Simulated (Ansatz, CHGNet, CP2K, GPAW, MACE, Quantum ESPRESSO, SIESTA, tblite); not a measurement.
**A faulty GPAW run on glassy 86SiO2-5SrO-5ZnO-5MgO (mol %) (63 atoms)**

Program: GPAW 26.7.0, a calculation on a cell of 19 Si, 1 Sr, 1 Zn, 1 Mg and 41 O, 14.3 Å³ an atom.

run.py reads:

```python
import numpy as np
from ase.io import read
from gpaw import GPAW, FermiDirac

atoms = read("structure.xyz")
atoms.calc = GPAW(
    mode="lcao",
    basis="tzp",
    h=0.18,
    xc="PBE",
    kpts={"size": (1, 1, 1), "gamma": True},
    occupations=FermiDirac(0.05),
    maxiter=60,
    symmetry={"point_group": False},
    txt="gpaw.txt",
)
energy = atoms.get_potential_energy(force_consistent=True)
forces = atoms.get_forces()
print(f"energy {energy:.6f} eV")
print("forces (eV/A)")
for i, (a, f) in enumerate(zip(atoms, forces)):
    print(f"{i:4d} {a.symbol:2s} {f[0]:10.5f} {f[1]:10.5f} {f[2]:10.5f}")
print(f"Fermi level {atoms.calc.get_fermi_level():.4f} eV")
for k in range(len(atoms.calc.get_ibz_k_points())):
    for s in range(atoms.calc.get_number_of_spins()):
        e = atoms.calc.get_eigenvalues(kpt=k, spin=s)
        n = np.searchsorted(e, atoms.calc.get_fermi_level())
        print(f"k {k} spin {s} levels about the Fermi level:", np.round(e[max(n - 6, 0):n], 4).tolist(), "|", np.round(e[n:n + 6], 4).tolist())
```

structure.xyz reads:

```xyz
63
Lattice="9.65803 0.00000 0.00000 0.00000 9.65803 0.00000 0.00000 0.00000 9.65803" Properties=species:S:1:pos:R:3 pbc="T T T"
Si 5.77483 1.73835 2.40070
Si 7.90065 7.49743 5.51966
Si 3.46105 0.09668 0.86410
Si 2.75051 5.03299 0.51670
Si 1.15829 2.42494 1.43354
Si 5.13962 3.87895 4.29502
Si 6.75135 6.12821 0.98377
Si 7.90645 3.03011 0.46919
Si 4.80757 0.39965 7.92944
Si 4.46713 3.55811 8.25597
[... 49 atom lines left out ...]
O 9.14133 9.12771 0.10363
O 4.80806 2.01785 8.21715
O 6.76738 2.17151 1.15645
O 9.31333 2.39336 1.02955
```

On the command line:

```console
$ OMP_NUM_THREADS=1 python run.py > output.txt
```

The log of the run:

```text
FileNotFoundError: Could not find required basis set file "Si.tzp.basis".
You need to set the GPAW_SETUP_PATH environment variable to point to
the directories where PAW dataset and basis files are stored.  See
for details.
```

gpaw.txt:

```text
Input parameters:
  mode=LCAO(),
  basis={'default': 'tzp'},
  h=0.18,
  kpts=MonkhorstPack(size=(1, 1, 1), gamma=True),
  maxiter=60,
  occupations=Occupations(name='fermi-dirac', width=0.05, fixmagmom=False),
  symmetry=Symmetry(point_group=False),
  xc=XC(name='PBE')
timing:  # [seconds]
  Total: 0.027  # ━━━━━━━━━━━━━━━━━━━━━━━━━━━━━━━━━━━━━━━━━━━━━━━━━━━━━━━━━━━
  Init:  0.007  # ━━━━━━━━━━━━━━━
```

The job ended after 1.2 s (1 thread of Arm Neoverse V1, shared host; peak memory 0.12 GiB).

Banners, paths, timers and routine set-up lines are dropped from the logs unmarked, and long logs keep their key lines alone; longer cuts are marked.

**Question.** Which part of the input is at fault, and how is it mended?

A basis that isn't there: basis tzp. The sound run has basis dzp.

The program stopped at the start.

[Also dropped from logs without a mark: logging warnings of Python, and SIESTA's first energy breakdown and zero terms.]

[Logs are printed without paths, hosts, clocks, repeated set-up lines and the standing remarks that a program may print on its own settings, such as how far it seeks lower states.]

[Hosts, paths, dates, database ids (printed as entryN), source tags and the programs' standing remarks are cut or masked in the printed files.]
